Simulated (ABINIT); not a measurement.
# Quasiparticle gap of SrTiO3 (Tausonite) in ABINIT, part 2 of 3

How does a plane-wave GW calculation on SrTiO3 (Tausonite) run from the first input to the gap?

ABINIT 10.8.3; LDA and many-body steps on it, plane waves. Known limits of the many-body steps: not at the basis limit; no spin-orbit coupling; coarse k mesh.

So far. Step 2 (Ground state): The gap is indirect, with the least direct gap 0.36 eV higher.

## 3. Bands along the symmetry lines

Level of this step: DFT, LDA, plane waves, norm-conserving pseudopotentials (ABINIT).

The cheap functional maps the bands first; the places of the edges decide which points the dearer methods must see.

File run.abi:

```
acell 3*1.0 Angstrom
rprim 
  3.905280000000 0.000000000000 0.000000000000
  0.000000000000 3.905280000000 0.000000000000
  0.000000000000 0.000000000000 3.905280000000
ntypat 3
znucl 38 22 8
natom 5
typat 1 2 3 3 3
xred 
  0.500000000000 0.500000000000 0.500000000000
  0.000000000000 0.000000000000 0.000000000000
  0.500000000000 0.000000000000 0.000000000000
  0.000000000000 0.500000000000 0.000000000000
  0.000000000000 0.000000000000 0.500000000000
pp_dirpath "pseudos"
pseudos "Sr.upf, Ti.upf, O.upf"
ecut 38
iscf -2
irdden 1
kptopt 0
nkpt 50
kpt 
  0.00000000 0.00000000 0.00000000
  0.00000000 0.06250000 0.00000000
  0.00000000 0.12500000 0.00000000
  0.00000000 0.18750000 0.00000000
  0.00000000 0.25000000 0.00000000
  0.00000000 0.31250000 0.00000000
  0.00000000 0.37500000 0.00000000
  0.00000000 0.43750000 0.00000000
  0.00000000 0.50000000 0.00000000
  0.06250000 0.50000000 0.00000000
  0.12500000 0.50000000 0.00000000
  0.18750000 0.50000000 0.00000000
  0.25000000 0.50000000 0.00000000
  0.31250000 0.50000000 0.00000000
  0.37500000 0.50000000 0.00000000
  0.43750000 0.50000000 0.00000000
  0.50000000 0.50000000 0.00000000
  0.43750000 0.43750000 0.00000000
  0.37500000 0.37500000 0.00000000
  0.31250000 0.31250000 0.00000000
  0.25000000 0.25000000 0.00000000
  0.18750000 0.18750000 0.00000000
  0.12500000 0.12500000 0.00000000
  0.06250000 0.06250000 0.00000000
  0.00000000 0.00000000 0.00000000
  0.06250000 0.06250000 0.06250000
  0.12500000 0.12500000 0.12500000
  0.18750000 0.18750000 0.18750000
  0.25000000 0.25000000 0.25000000
  0.31250000 0.31250000 0.31250000
  0.37500000 0.37500000 0.37500000
  0.43750000 0.43750000 0.43750000
  0.50000000 0.50000000 0.50000000
  0.43750000 0.50000000 0.43750000
  0.37500000 0.50000000 0.37500000
  0.31250000 0.50000000 0.31250000
  0.25000000 0.50000000 0.25000000
  0.18750000 0.50000000 0.18750000
  0.12500000 0.50000000 0.12500000
  0.06250000 0.50000000 0.06250000
  0.00000000 0.50000000 0.00000000
  0.50000000 0.50000000 0.50000000
  0.50000000 0.50000000 0.43750000
  0.50000000 0.50000000 0.37500000
  0.50000000 0.50000000 0.31250000
  0.50000000 0.50000000 0.25000000
  0.50000000 0.50000000 0.18750000
  0.50000000 0.50000000 0.12500000
  0.50000000 0.50000000 0.06250000
  0.50000000 0.50000000 0.00000000
istwfk *1
nband 31
nbdbuf 6
tolwfr 1e-07
nstep 50
prtwf 0
prtvol 0
indata_prefix "in"
outdata_prefix "out"
tmpdata_prefix "tmp"
```

Started as:

```
> OMP_NUM_THREADS=1 mpirun -n 4 abinit run.abi > log
```

Numbers of over 12 decimals in the logs are rounded to 6 here.

The log of the run:

```text
.Version 10.8.3 of ABINIT. v10.8.2 released Aug 2026.

 Symmetries : space group Pm -3 m (#221); Bravais cP (primitive cubic)
[... echo of the input left out ...]
== DATASET  1 ==================================================================
-   mpi_nproc: 4, omp_nthreads: 1 (-1 if OMP is not activated)

--- !DatasetInfo
iteration_state: {dtset: 1, }
dimensions: {natom: 5, nkpt: 50, mband: 31, nsppol: 1, nspinor: 1, nspden: 1, mpw: 4632, }
cutoff_energies: {ecut:  38.0, pawecutdg:  -1.0, }
electrons: {nelect:   4.00000000E+01, charge:   0.00000000E+00, occopt:   1.00000000E+00, tsmear:   1.00000000E-02, }

 Real(R)+Recip(G) space primitive vectors, cartesian coordinates (Bohr,Bohr^-1):
 R(1)=  7.3799096  0.0000000  0.0000000  G(1)=  0.1355030  0.0000000  0.0000000
 R(2)=  0.0000000  7.3799096  0.0000000  G(2)=  0.0000000  0.1355030  0.0000000
 R(3)=  0.0000000  0.0000000  7.3799096  G(3)=  0.0000000  0.0000000  0.1355030
 Unit cell volume ucvol=  4.0193251E+02 bohr^3
 Angles (23,13,12)=  9.00000000E+01  9.00000000E+01  9.00000000E+01 degrees

 getcut: wavevector=  0.0000  0.0000  0.0000  ngfft=  45  45  45
         ecut(hartree)=     38.000   => boxcut(ratio)=   2.14855

--- Pseudopotential description ------------------------------------------------
- Sr Generated using ONCVPSP code by D. R. Hamann
- 38.00000  10.00000  180309                  znucl, zion, pspdat
12 -1012 2 -1 1812                            pspcod,pspxc,lmax,lloc,mmax
     nproj     2     2     2
  pspatm : epsatm=   12.22067766
         --- l  ekb(1:nproj) -->
             0   10.067142    1.054393
             1    7.520551    1.675795
             2    4.085003    0.971115
 pspatm: atomic psp has been read  and splines computed

- Ti Generated using ONCVPSP code by D. R. Hamann
- 22.00000  12.00000  180309                  znucl, zion, pspdat
12 -1012 2 -1 1568                            pspcod,pspxc,lmax,lloc,mmax
     nproj     2     2     2
  pspatm : epsatm=   14.84363209
         --- l  ekb(1:nproj) -->
[...]
pspatm: atomic psp has been read  and splines computed

- O Generated using ONCVPSP code by D. R. Hamann
-  8.00000   6.00000  201201                  znucl, zion, pspdat
12 -1012 2 -1 926                             pspcod,pspxc,lmax,lloc,mmax
     nproj     2     2     1
  pspatm : epsatm=    6.27558587
         --- l  ekb(1:nproj) -->
[...]
2   -1.033686
 pspatm: atomic psp has been read  and splines computed

--------------------------------------------------------------------------------

================================================================================
 prteigrs : about to open file out_EIG
 Non-SCF case, kpt    1 (  0.00000  0.00000  0.00000), residuals and eigenvalues=
  9.65E-08  9.64E-08  1.78E-08  4.71E-08  4.84E-08  8.95E-08  2.77E-08  6.66E-08
[...]
1.8312E-01  2.3768E-01  3.8073E-01  3.8073E-01  3.9746E-01  4.3937E-01
  5.3032E-01  5.4305E-01  5.5205E-01  5.9276E-01  5.9278E-01  6.1806E-01
  6.7243E-01

--- !ResultsGS
iteration_state: {dtset: 1, }
comment   : Summary of ground state results
lattice_vectors:
- [  7.3799096,   0.0000000,   0.0000000, ]
- [  0.0000000,   7.3799096,   0.0000000, ]
- [  0.0000000,   0.0000000,   7.3799096, ]
lattice_lengths: [   7.37991,    7.37991,    7.37991, ]
lattice_angles: [ 90.000,  90.000,  90.000, ] # degrees, (23, 13, 12)
lattice_volume:   4.0193251E+02
convergence: {deltae:  0.000E+00, res2:  0.000E+00, residm:  9.970E-08, diffor:  0.000E+00, }
etotal    :  -1.43508754E+02
entropy   :   0.00000000E+00
fermie    :   2.40932549E-01
cartesian_stress_tensor: null
pressure_GPa: null
xred      :
- [  5.0000E-01,   5.0000E-01,   5.0000E-01, Sr]
- [  0.0000E+00,   0.0000E+00,   0.0000E+00, Ti]
- [  5.0000E-01,   0.0000E+00,   0.0000E+00,  O]
- [  0.0000E+00,   5.0000E-01,   0.0000E+00,  O]
- [  0.0000E+00,   0.0000E+00,   5.0000E-01,  O]
cartesian_forces: null
force_length_stats: {min: null, max: null, mean: null, }

 Integrated electronic density in atomic spheres:
 ------------------------------------------------
 Atom  Sphere_radius  Integrated_density
[...]
================================================================================

 ----iterations are completed or convergence reached----

 Mean square residual over all n,k,spin=   49.470E-09; max=  99.704E-09
 reduced coordinates (array xred) for    5 atoms
[...]
0.000000000000      0.500000000000      0.000000000000
       0.000000000000      0.000000000000      0.500000000000

 cartesian coordinates (angstrom) at end:
    1      1.952640     1.952640     1.952640
    2      0.000000     0.000000     0.000000
    3      1.952640     0.000000     0.000000
    4      0.000000     1.952640     0.000000
    5      0.000000     0.000000     1.952640
 length scales=  1.889726125908  1.889726125908  1.889726125908 bohr
              =  1.000000000000  1.000000000000  1.000000000000 angstroms
 prteigrs : about to open file out_EIG
 Eigenvalues (hartree) for nkpt=  50  k points:
 kpt#   1, nband= 31, wtk=  1.00000, kpt=  0.0000  0.0000  0.0000 (reduced coord)
[...]
kpt#   2, nband= 31, wtk=  1.00000, kpt=  0.0000  0.0625  0.0000 (reduced coord)
[...]
kpt#   3, nband= 31, wtk=  1.00000, kpt=  0.0000  0.1250  0.0000 (reduced coord)
[...]
kpt#  49, nband= 31, wtk=  1.00000, kpt=  0.5000  0.5000  0.0625 (reduced coord)
[...]
0.52912    0.54436    0.55169    0.58649    0.58649    0.61725    0.66944
 kpt#  50, nband= 31, wtk=  1.00000, kpt=  0.5000  0.5000  0.0000 (reduced coord)
[...]
-0.28928   -0.27524   -0.27524    0.06751    0.07331    0.08639    0.13441    0.13441
   0.17698    0.18312    0.18312    0.23768    0.38073    0.38073    0.39746    0.43937
   0.53032    0.54305    0.55205    0.59276    0.59278    0.61806    0.67243

== END DATASET(S) ==============================================================
================================================================================

 -outvars: echo values of variables after computation  --------
            nband          31
             nkpt          50
          spgroup         221
 [... the other variables as echoed above ...]

 Calculation completed.
```

Run time: 43 s. Hardware: 4 MPI ranks of Arm Neoverse V1, shared host; peak memory 0.37 GiB; 2.8 min of CPU time.

This step gave:

| Item | Value |
| --- | --- |
| gap | 1.808 eV |
| k of the valence top | 0.5, 0.5, 0.5 |
| k of the conduction bottom | 0, 0, 0 |
| least direct gap | 2.166 eV |

The gap is 1.808 eV, as in the run before at this level.

The electronic bands at the labelled points (eV, zero at the top of the highest filled band):

```tsv
point	band 17	band 18	band 19	band 20	band 21	band 22	band 23	band 24
Γ	-1.18	-0.36	-0.36	-0.36	1.81	1.81	1.81	4.42
halfway	-1.68	-1.64	-0.60	-0.60	1.89	2.90	2.90	4.43
X	-2.38	-2.02	-0.74	-0.74	1.98	3.79	3.79	4.44
halfway	-1.90	-1.47	-1.34	-0.65	2.97	3.80	3.91	5.17
M	-1.74	-1.57	-1.57	-0.09	3.80	3.80	4.26	5.40
halfway	-1.73	-1.37	-1.08	-0.74	2.86	3.01	3.27	5.05
Γ	-1.18	-0.36	-0.36	-0.36	1.81	1.81	1.81	4.42
halfway	-2.82	-0.93	-0.93	-0.63	3.34	3.40	3.40	6.57
R	-3.76	0.00	0.00	0.00	4.49	4.49	4.49	6.91
halfway	-2.75	-0.96	-0.81	-0.53	3.48	3.99	4.01	6.53
X	-2.38	-2.02	-0.74	-0.74	1.98	3.79	3.79	4.44
jump to R	-3.76	0.00	0.00	0.00	4.49	4.49	4.49	6.91
halfway	-3.17	-0.68	-0.68	-0.04	4.09	4.09	4.37	6.82
M	-1.74	-1.57	-1.57	-0.09	3.80	3.80	4.26	5.40
```

## 4. Empty states on the mesh, 4×4×4 mesh, 208 bands

The sums over transitions need many empty states on a uniform mesh; this step solves for them.

File run.abi:

```
acell 3*1.0 Angstrom
rprim 
  3.905280000000 0.000000000000 0.000000000000
  0.000000000000 3.905280000000 0.000000000000
  0.000000000000 0.000000000000 3.905280000000
ntypat 3
znucl 38 22 8
natom 5
typat 1 2 3 3 3
xred 
  0.500000000000 0.500000000000 0.500000000000
  0.000000000000 0.000000000000 0.000000000000
  0.500000000000 0.000000000000 0.000000000000
  0.000000000000 0.500000000000 0.000000000000
  0.000000000000 0.000000000000 0.500000000000
pp_dirpath "pseudos"
pseudos "Sr.upf, Ti.upf, O.upf"
ecut 38
ngkpt 4 4 4
nshiftk 1
shiftk 0 0 0
kptopt 1
chksymbreak 0
irdden 1
istwfk *1
nband 208
prtvol 0
optdriver 6
gwr_task "HDIAGO"
paral_kgb 0
occopt 1
indata_prefix "in"
outdata_prefix "out"
tmpdata_prefix "tmp"
```

The log of the run:

```text
[banner, memory and clock lines left out]
.Version 10.8.3 of ABINIT. v10.8.2 released Aug 2026.

 Symmetries : space group Pm -3 m (#221); Bravais cP (primitive cubic)
[... echo of the input left out ...]
== DATASET  1 ==================================================================
-   mpi_nproc: 4, omp_nthreads: 1 (-1 if OMP is not activated)

--- !DatasetInfo
iteration_state: {dtset: 1, }
dimensions: {natom: 5, nkpt: 10, mband: 208, nsppol: 1, nspinor: 1, nspden: 1, mpw: 4632, }
cutoff_energies: {ecut:  38.0, pawecutdg:  -1.0, }
electrons: {nelect:   4.00000000E+01, charge:   0.00000000E+00, occopt:   1.00000000E+00, tsmear:   1.00000000E-02, }

.Using double precision arithmetic; gwpc =  8

- Reading GS density from: in_DEN

--- Pseudopotential description ------------------------------------------------
- Sr Generated using ONCVPSP code by D. R. Hamann
- 38.00000  10.00000  180309                  znucl, zion, pspdat
12 -1012 2 -1 1812                            pspcod,pspxc,lmax,lloc,mmax
     nproj     2     2     2
  pspatm : epsatm=   12.22067766
         --- l  ekb(1:nproj) -->
             0   10.067142    1.054393
             1    7.520551    1.675795
             2    4.085003    0.971115
 pspatm: atomic psp has been read  and splines computed

- Ti Generated using ONCVPSP code by D. R. Hamann
- 22.00000  12.00000  180309                  znucl, zion, pspdat
12 -1012 2 -1 1568                            pspcod,pspxc,lmax,lloc,mmax
     nproj     2     2     2
  pspatm : epsatm=   14.84363209
         --- l  ekb(1:nproj) -->
[...]
pspatm: atomic psp has been read  and splines computed

- O Generated using ONCVPSP code by D. R. Hamann
-  8.00000   6.00000  201201                  znucl, zion, pspdat
12 -1012 2 -1 926                             pspcod,pspxc,lmax,lloc,mmax
     nproj     2     2     1
  pspatm : epsatm=    6.27558587
         --- l  ekb(1:nproj) -->
             0    6.026028    0.816167
             1   -4.798959   -1.172522
             2   -1.033686
 pspatm: atomic psp has been read  and splines computed

   1.83564269E+03                                ecore*ucvol(ha*bohr**3)

 Total charge density [el/Bohr^3]
)     Maximum=    1.3461E+00  at reduced coord.    0.0000    0.0000    0.9111
)     Minimum=    5.3189E-03  at reduced coord.    0.4889    0.4889    0.0000
   Integrated=    4.0000E+01

 === KS gaps after direct diagonalization ===
 Indirect band gap semiconductor
 Fundamental gap:     1.808 (eV)
   VBM:     6.556 (eV) at k: [ 5.0000E-01,  5.0000E-01,  5.0000E-01]
   CBM:     8.364 (eV) at k: [ 0.0000E+00,  0.0000E+00,  0.0000E+00]
 Direct gap:         2.166 (eV) at k: [ 0.0000E+00,  0.0000E+00,  0.0000E+00]

== END DATASET(S) ==============================================================

 -outvars: echo values of variables after computation  --------
           etotal      0.0000000000E+00
            nband         208
             nkpt          10
          spgroup         221
 [... the other variables as echoed above ...]

 Calculation completed.
```

Elapsed: 3.4 min, on 4 MPI ranks; peak memory 4.6 GiB.

This step gave:

```yaml
gap: 1.808 eV
k_of_the_valence_top: 0.5, 0.5, 0.5
k_of_the_conduction_bottom: 0, 0, 0
least_direct_gap: 2.166 eV
k_points_computed: 10
lowest_point_of_the_top_converged_band_above_the_valence_top: 108.0359 eV
```

On this mesh the gap is 1.808 eV.

## 5. Screening, 4×4×4 mesh, 200 bands, screening to 179.6 eV

The RPA dielectric matrix is built and inverted for each q.

This step: RPA screening on LDA, plane waves, norm-conserving pseudopotentials.

Changes to run.abi since step 4:

```diff
@@ -23,10 +23,11 @@
 chksymbreak 0
-irdden 1
 istwfk *1
-nband 208
-prtvol 0
-optdriver 6
-gwr_task "HDIAGO"
-paral_kgb 0
 occopt 1
+irdwfk 1
+optdriver 3
+nband 200
+ecuteps 6.6
+inclvkb 2
+awtr 1
+symchi 1
 indata_prefix "in"
```

The log of the run:

```text
.Version 10.8.3 of ABINIT. v10.8.2 released Aug 2026.

 Symmetries : space group Pm -3 m (#221); Bravais cP (primitive cubic)
[... echo of the input left out ...]
== DATASET  1 ==================================================================
-   mpi_nproc: 4, omp_nthreads: 1 (-1 if OMP is not activated)

--- !DatasetInfo
iteration_state: {dtset: 1, }
dimensions: {natom: 5, nkpt: 10, mband: 200, nsppol: 1, nspinor: 1, nspden: 1, mpw: 4632, }
cutoff_energies: {ecut:  38.0, pawecutdg:  -1.0, }
electrons: {nelect:   4.00000000E+01, charge:   0.00000000E+00, occopt:   1.00000000E+00, tsmear:   1.00000000E-02, }

 SCREENING: Calculation of the susceptibility and dielectric matrices

 Based on a program developped by R.W. Godby, V. Olevano, G. Onida, and L. Reining.
 Incorporated in ABINIT by V. Olevano, G.-M. Rignanese, and M. Torrent.
.Using double precision arithmetic ; gwpc =  8

[... cell and pseudopotentials left out ...]
--------------------------------------------------------------------------------

 ==== K-mesh for the wavefunctions ====
 Number of points in the irreducible wedge :    10
[... list of points left out ...]
 Together with 48 symmetry operations and time-reversal symmetry
 yields    64 points in the full Brillouin Zone.

 ==== Q-mesh for the screening function ====
 Number of points in the irreducible wedge :    10
[... list of points left out ...]
 Together with 48 symmetry operations and time-reversal symmetry
 yields    64 points in the full Brillouin Zone.

 setmesh: FFT mesh size selected  =    30x   30x   30
          total number of points  =        27000

 vcoul_init : cutoff-mode = AUXILIARY_FUNCTION
 q-points for optical limit:   1
     1)      0.000010    0.000020    0.000030

- screening: taking advantage of time-reversal symmetry
- Maximum band index for partially occupied states nbvw = 20
- Remaining bands to be divided among processors   nbcw = 180
- Number of bands treated by each node ~45

 Number of electrons calculated from density =   40.0000; Expected =   40.0000
 average of density, n =  0.099519
 r_s =    1.3387
 omega_plasma =   30.4305 [eV]

 calculating chi0 at frequencies [eV] :
  1    0.000000E+00    0.000000E+00
  2    0.000000E+00    3.043050E+01

--------------------------------------------------------------------------------
  q-point number  1        q = ( 0.000000, 0.000000, 0.000000) [r.l.u.]
--------------------------------------------------------------------------------
[... chi0 elements left out ...]
 For q-point:  0.000010 0.000020 0.000030
  dielectric constant =   6.6667
  dielectric constant without local fields =   7.0473

  Average fulfillment of the sum rule on Im[epsilon] for q-point    1 :     75.46  [%]
[... wings left out ...]
  q-point number  2        q = ( 0.250000, 0.000000, 0.000000) [r.l.u.]
--------------------------------------------------------------------------------
[... chi0 elements left out ...]
  Average fulfillment of the sum rule on Im[epsilon] for q-point    2 :     83.18  [%]

 [... 8 further q-points ...]
```

It took 3.7 min on 4 MPI ranks; peak memory 1.7 GiB.

Numbers from this step:

* ε∞ with local fields, on this mesh, along the program's q direction: 6.667
* the same without local fields: 7.047
* plasma frequency: 30.43 eV
* plane waves in the screening matrix: 341

Local fields lower ε∞ by 5 %. On a Γ-centred mesh this coarse the value itself is usually too large, while a short band sum pulls it down.

[end of part 2 of 3]

[Paths, hosts, dates, memory and timing lines, banners, echoed tables and standing remarks are left out of the program output.]

[Logs are printed without paths, hosts, clocks, repeated set-up lines and the standing remarks that a program may print on its own settings, such as how far it seeks lower states.]

[Runs of the session that timed out or met a known fault of the program may be left out.]

[Hosts, paths, dates, database ids (printed as entryN), source tags and the programs' standing remarks are cut or masked in the printed files.]

[G0W0 gaps are taken among the corrected bands and points alone; a level outside them can change the order at an edge.]

[Where Ansatz stands beside ABINIT at settings called matched, ABINIT's density can come from a denser mesh and the files from another edition; pairs whose starting gaps differed by over 0.03 eV were left out, so agreement reads better than it is.]
